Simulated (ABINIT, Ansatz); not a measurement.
**A GW chain in ABINIT: GaN (P6_3mc)**

How does a plane-wave GW calculation on GaN (P6_3mc) run from the first input to the gap?

Main program and level: ABINIT 10.8.3; PBE and many-body steps on it, plane waves.

This is a report of a sequence of runs, with most program output left out.

The database entry behind the starting cell differs from later determinations by our own check (about 0.3 % short, ideal inner coordinate), so it need not match the best structure at ambient conditions.

## Step 1: Set-up

The structure is hexagonal, space group P6_3mc (No. 186). Conventional cell: a = 3.180 Å, b = 3.180 Å, c = 5.166 Å, α = 90.00°, β = 90.00°, γ = 120.00°. Ga has 4 N at 1.94 to 1.95 Å nearest. N has 4 Ga at 1.94 to 1.95 Å nearest. Farther neighbours and most contacts between anions are not listed.

The cell and positions come from the Crystallography Open Database and are kept as given unless a step says otherwise.

## Step 2: Ground state

This step: ABINIT 10.8.3; DFT, PBE, plane waves, norm-conserving pseudopotentials.

The ground-state density comes first.

The input, run.abi:

```
acell 3*1.0 Angstrom
rprim 
  3.179999999980 0.000000000005 0.000000000000
  -1.589999999994 2.753960784015 0.000000000000
  0.000000000000 0.000000000000 5.166000000000
ntypat 2
znucl 31 7
natom 4
typat 1 1 2 2
xred 
  0.333333333333 0.666666666667 0.000000000000
  0.666666666667 0.333333333333 0.500000000000
  0.333333333333 0.666666666667 0.375000000000
  0.666666666667 0.333333333333 0.875000000000
pp_dirpath "pseudos"
pseudos "Ga.upf, N.upf"
ecut 45
ngkpt 6 6 4
nshiftk 1
shiftk 0 0 0
kptopt 1
chksymbreak 0
nband 32
occopt 1
tolvrs 1e-10
nstep 60
prtwf 0
optforces 0
optstress 0
indata_prefix "in"
outdata_prefix "out"
tmpdata_prefix "tmp"
```

Command:

```sh
$ OMP_NUM_THREADS=1 mpirun -n 8 abinit run.abi > log
```

Run time: 22 s. Hardware: 8 MPI ranks of Intel Xeon Platinum 8488C (Sapphire Rapids), shared host; peak memory 0.72 GiB.

This step gave:

```
total energy               : -14080.1621 eV
gap                        : 1.995 eV
k of the valence top       : 0, 0, 0
k of the conduction bottom : 0, 0, 0
least direct gap           : 1.995 eV
```

The gap is direct, at Γ.

## Step 3: Bands along the symmetry lines

Levels along a band path, at the cheap level, show where the edges lie and whether the meshes to come will hold them.

The input, run.abi:

```
acell 3*1.0 Angstrom
rprim 
  3.179999999980 0.000000000005 0.000000000000
  -1.589999999994 2.753960784015 0.000000000000
  0.000000000000 0.000000000000 5.166000000000
ntypat 2
znucl 31 7
natom 4
typat 1 1 2 2
xred 
  0.333333333333 0.666666666667 0.000000000000
  0.666666666667 0.333333333333 0.500000000000
  0.333333333333 0.666666666667 0.375000000000
  0.666666666667 0.333333333333 0.875000000000
pp_dirpath "pseudos"
pseudos "Ga.upf, N.upf"
ecut 45
iscf -2
irdden 1
kptopt 0
nkpt 75
kpt 
  0.00000000 0.00000000 0.00000000
  0.06250000 0.00000000 0.00000000
  0.12500000 0.00000000 0.00000000
  0.18750000 0.00000000 0.00000000
  0.25000000 0.00000000 0.00000000
  0.31250000 0.00000000 0.00000000
  0.37500000 0.00000000 0.00000000
  0.43750000 0.00000000 0.00000000
  0.50000000 0.00000000 0.00000000
  0.47916667 0.04166667 0.00000000
  0.45833333 0.08333333 0.00000000
  0.43750000 0.12500000 0.00000000
  0.41666666 0.16666666 0.00000000
  0.39583333 0.20833333 0.00000000
  0.37500000 0.25000000 0.00000000
  0.35416666 0.29166666 0.00000000
  0.33333333 0.33333333 0.00000000
  0.29166666 0.29166666 0.00000000
  0.25000000 0.25000000 0.00000000
  0.20833333 0.20833333 0.00000000
  0.16666666 0.16666666 0.00000000
  0.12500000 0.12500000 0.00000000
  0.08333333 0.08333333 0.00000000
  0.04166667 0.04166667 0.00000000
  0.00000000 0.00000000 0.00000000
  0.00000000 0.00000000 0.06250000
  0.00000000 0.00000000 0.12500000
  0.00000000 0.00000000 0.18750000
  0.00000000 0.00000000 0.25000000
  0.00000000 0.00000000 0.31250000
  0.00000000 0.00000000 0.37500000
  0.00000000 0.00000000 0.43750000
  0.00000000 0.00000000 0.50000000
  0.06250000 0.00000000 0.50000000
  0.12500000 0.00000000 0.50000000
  0.18750000 0.00000000 0.50000000
  0.25000000 0.00000000 0.50000000
  0.31250000 0.00000000 0.50000000
  0.37500000 0.00000000 0.50000000
  0.43750000 0.00000000 0.50000000
  0.50000000 0.00000000 0.50000000
  0.47916667 0.04166667 0.50000000
  0.45833333 0.08333333 0.50000000
  0.43750000 0.12500000 0.50000000
  0.41666666 0.16666666 0.50000000
  0.39583333 0.20833333 0.50000000
  0.37500000 0.25000000 0.50000000
  0.35416666 0.29166666 0.50000000
  0.33333333 0.33333333 0.50000000
  0.29166666 0.29166666 0.50000000
  0.25000000 0.25000000 0.50000000
  0.20833333 0.20833333 0.50000000
  0.16666666 0.16666666 0.50000000
  0.12500000 0.12500000 0.50000000
  0.08333333 0.08333333 0.50000000
  0.04166667 0.04166667 0.50000000
  0.00000000 0.00000000 0.50000000
  0.50000000 0.00000000 0.50000000
  0.50000000 0.00000000 0.43750000
  0.50000000 0.00000000 0.37500000
  0.50000000 0.00000000 0.31250000
  0.50000000 0.00000000 0.25000000
  0.50000000 0.00000000 0.18750000
  0.50000000 0.00000000 0.12500000
  0.50000000 0.00000000 0.06250000
  0.50000000 -0.00000000 0.00000000
  0.33333333 0.33333333 0.50000000
  0.33333333 0.33333333 0.43750000
  0.33333333 0.33333333 0.37500000
  0.33333333 0.33333333 0.31250000
  0.33333333 0.33333333 0.25000000
  0.33333333 0.33333333 0.18750000
  0.33333333 0.33333333 0.12500000
  0.33333333 0.33333333 0.06250000
  0.33333333 0.33333333 0.00000000
istwfk *1
nband 33
nbdbuf 2
tolwfr 1e-08
nstep 40
prtwf 0
prtvol 0
indata_prefix "in"
outdata_prefix "out"
tmpdata_prefix "tmp"
```

Elapsed: 31 s, on 8 MPI ranks; peak memory 0.73 GiB; 4.1 min of CPU time.

This step gave:

```yaml
gap: 1.995 eV
k_of_the_valence_top: 0, 0, 0
k_of_the_conduction_bottom: 0, 0, 0
least_direct_gap: 1.995 eV
```

The gap is 1.995 eV, as in the run before at this level.

Electronic bands along the path, in eV, zero at the top of the highest filled band:

```csv
point,band 23,band 24,band 25,band 26,band 27,band 28,band 29,band 30
Γ,-1.06,-0.06,0.00,0.00,1.99,4.33,9.26,9.97
halfway,-2.86,-2.01,-0.74,-0.49,4.36,6.00,7.42,8.58
M,-4.27,-2.77,-2.26,-0.99,5.11,5.63,6.09,8.68
halfway,-4.28,-3.57,-2.41,-1.88,5.63,6.67,6.69,8.52
K,-5.33,-3.03,-3.03,-2.71,5.16,7.89,7.89,8.44
halfway,-3.68,-2.41,-1.02,-0.93,5.00,6.93,7.32,7.71
Γ,-1.06,-0.06,0.00,0.00,1.99,4.33,9.26,9.97
halfway,-0.91,-0.91,-0.16,-0.16,3.18,4.43,8.87,9.67
A,-0.54,-0.54,-0.54,-0.54,4.31,4.31,8.57,8.57
halfway,-2.09,-2.09,-1.30,-1.30,5.29,5.29,7.72,7.72
L,-1.95,-1.95,-1.92,-1.92,4.45,4.45,7.87,7.87
halfway,-3.22,-3.22,-1.61,-1.61,5.42,5.42,8.19,8.19
H,-4.22,-4.22,-1.50,-1.50,6.52,6.52,7.35,7.35
halfway,-2.14,-2.14,-1.82,-1.82,5.72,5.72,7.73,7.73
A,-0.54,-0.54,-0.54,-0.54,4.31,4.31,8.57,8.57
jump to L,-1.95,-1.95,-1.92,-1.92,4.45,4.45,7.87,7.87
halfway,-3.33,-2.55,-1.72,-1.29,4.36,5.14,7.63,7.92
M,-4.27,-2.77,-2.26,-0.99,5.11,5.63,6.09,8.68
jump to H,-4.22,-4.22,-1.50,-1.50,6.52,6.52,7.35,7.35
halfway,-5.03,-3.22,-2.22,-2.22,5.92,7.28,7.28,8.23
K,-5.33,-3.03,-3.03,-2.71,5.16,7.89,7.89,8.44
```

## Step 4: Empty states on the mesh, 6×6×4 mesh, 72 bands

The sums over transitions need many empty states on a uniform mesh; this step solves for them.

The input, run.abi:

```
acell 3*1.0 Angstrom
rprim 
  3.179999999980 0.000000000005 0.000000000000
  -1.589999999994 2.753960784015 0.000000000000
  0.000000000000 0.000000000000 5.166000000000
ntypat 2
znucl 31 7
natom 4
typat 1 1 2 2
xred 
  0.333333333333 0.666666666667 0.000000000000
  0.666666666667 0.333333333333 0.500000000000
  0.333333333333 0.666666666667 0.375000000000
  0.666666666667 0.333333333333 0.875000000000
pp_dirpath "pseudos"
pseudos "Ga.upf, N.upf"
ecut 45
ngkpt 6 6 4
nshiftk 1
shiftk 0 0 0
kptopt 1
chksymbreak 0
iscf -2
irdden 1
istwfk *1
nband 72
nbdbuf 6
tolwfr 1e-09
nstep 60
prtvol 0
indata_prefix "in"
outdata_prefix "out"
tmpdata_prefix "tmp"
```

The job ended after 24 s (8 MPI ranks; peak memory 0.69 GiB).

This step gave:

```yaml
gap: 1.995 eV
k_of_the_valence_top: 0, 0, 0
k_of_the_conduction_bottom: 0, 0, 0
least_direct_gap: 1.995 eV
k_points_computed: 21
lowest_point_of_the_top_converged_band_above_the_valence_top: 43.64 eV
```

On this mesh the gap is 1.995 eV.

## Step 5: Screening, 6×6×4 mesh, 66 bands, screening to 119.7 eV

The RPA dielectric matrix is built and inverted for each q.

This step: RPA screening on PBE, plane waves, norm-conserving pseudopotentials.

run.abi: that of step 4 with these lines changed.

```diff
@@ -22,10 +22,11 @@
 chksymbreak 0
-iscf -2
-irdden 1
 istwfk *1
-nband 72
-nbdbuf 6
-tolwfr 1e-09
-nstep 60
-prtvol 0
+occopt 1
+irdwfk 1
+optdriver 3
+nband 66
+ecuteps 4.4
+inclvkb 2
+awtr 1
+symchi 1
 indata_prefix "in"
```

Wall time 98 s (8 MPI ranks); peak memory 3 GiB; 13 min of CPU time.

Numbers from this step:

```yaml
eps_infinity_with_local_fields_on_this_mesh_along_the_program_s_q_direction: 5.758
the_same_without_local_fields: 6.155
plasma_frequency: 39.81 eV
plane_waves_in_the_screening_matrix: 135
```

Local fields lower ε∞ by 6 %.

## Step 6: Self-energy, 6×6×4 mesh, 66 bands, screening to 119.7 eV

The self-energy is evaluated for the states that the input lists, and the levels follow from it, in one-shot runs by the linearised quasiparticle equation.

This step: G0W0 on PBE, plane waves, norm-conserving pseudopotentials.

run.abi: that of step 5 with these lines changed.

```diff
@@ -25,8 +25,15 @@
 irdwfk 1
-optdriver 3
+optdriver 4
 nband 66
+gwcalctyp 0
+ecutsigx 45
+symsigma 1
+nkptgw 1
+kptgw 
+  0.0000000000 0.0000000000 0.0000000000
+bdgw 
+  25 28
 ecuteps 4.4
-inclvkb 2
-awtr 1
-symchi 1
+irdscr 1
+ppmodel 1
 indata_prefix "in"
```

Elapsed: 4.5 s, on 8 MPI ranks; peak memory 1.7 GiB.

Numbers from this step:

| Quantity | Value |
| --- | --- |
| G0W0 gap on the points computed | 2.847 eV |
| starting gap on the mesh | 1.995 eV |
| k of the valence top | 0, 0, 0 |
| k of the conduction bottom | 0, 0, 0 |
| Z at the valence top | 0.799 |
| Z at the conduction bottom | 0.825 |
| least direct G0W0 gap on the computed points | 2.847 eV |

The gap on the mesh goes from 1.99 eV to 2.85 eV, a correction of +0.85 eV.

Limits: finite bands, cutoff and mesh; no spin-orbit coupling. v1 is the top filled band, c1 the lowest empty one. Levels before and after the correction, in eV, zero at the valence-band top of each column:

```csv
,conduction bottom,valence top
Kohn-Sham,1.99,0.00
G0W0,2.85,0.00
```

```csv
,level,energy (eV)
Kohn-Sham,Γ v2-v1,0.000
Kohn-Sham,Γ c1,1.995
Kohn-Sham,Γ c2,4.329
G0W0,Γ v2-v1,0.000
G0W0,Γ c1,2.847
G0W0,Γ c2,5.392
```

## Step 7: Where the time went

Times are wall times on 8 MPI ranks of Intel Xeon Platinum 8488C (Sapphire Rapids), shared host, good to a factor of about two.

```csv
step,time,share,memory (GiB)
ground state,22 s,12 %,0.72
bands along the symmetry lines,31 s,17 %,0.73
empty states on the mesh,24 s,13 %,0.69
screening,98 s,55 %,3
self-energy,4.5 s,3 %,1.7
```

## Step 8: Results

| Item | Value |
| --- | --- |
| PBE gap | 1.99 eV, direct |
| G0W0 gap on the mesh | 2.85 eV |
| GW settings | 6×6×4 mesh, 66 bands, screening to 119.7 eV, Godby-Needs plasmon pole |
| known limits | not at the basis limit; no spin-orbit coupling |

**Reading.** G0W0 moves the gap on the mesh from 1.99 eV to 2.85 eV (+0.85 eV), with Z of 0.80 and 0.82 at the edges. Local fields lower the RPA ε∞ on this mesh from 6.16 to 5.76. Only 1 of the mesh's irreducible points was corrected, so a valley elsewhere could overtake. The dearest step here is «screening». Bands and cutoff are finite, so the gap is not at the basis limit. The miss can reach some tenths of an eV and take either sign; the mesh is an error of its own. In the G0W0 run levels were corrected at 1 k point alone, so a gap called «on the mesh» is the least over those, and an edge elsewhere would be missed. The many-body steps are scalar-relativistic: spin-orbit coupling is not in them.

[Paths, hosts, dates, memory and timing lines, banners, echoed tables and standing remarks are left out of the program output.]

[Logs are printed without paths, hosts, clocks, repeated set-up lines and the standing remarks that a program may print on its own settings, such as how far it seeks lower states.]

[Runs of the session that timed out or met a known fault of the program may be left out.]

[Hosts, paths, dates, database ids (printed as entryN), source tags and the programs' standing remarks are cut or masked in the printed files.]

[G0W0 gaps are taken among the corrected bands and points alone; a level outside them can change the order at an edge.]

[Where Ansatz stands beside ABINIT at settings called matched, ABINIT's density can come from a denser mesh and the files from another edition; pairs whose starting gaps differed by over 0.03 eV were left out, so agreement reads better than it is.]
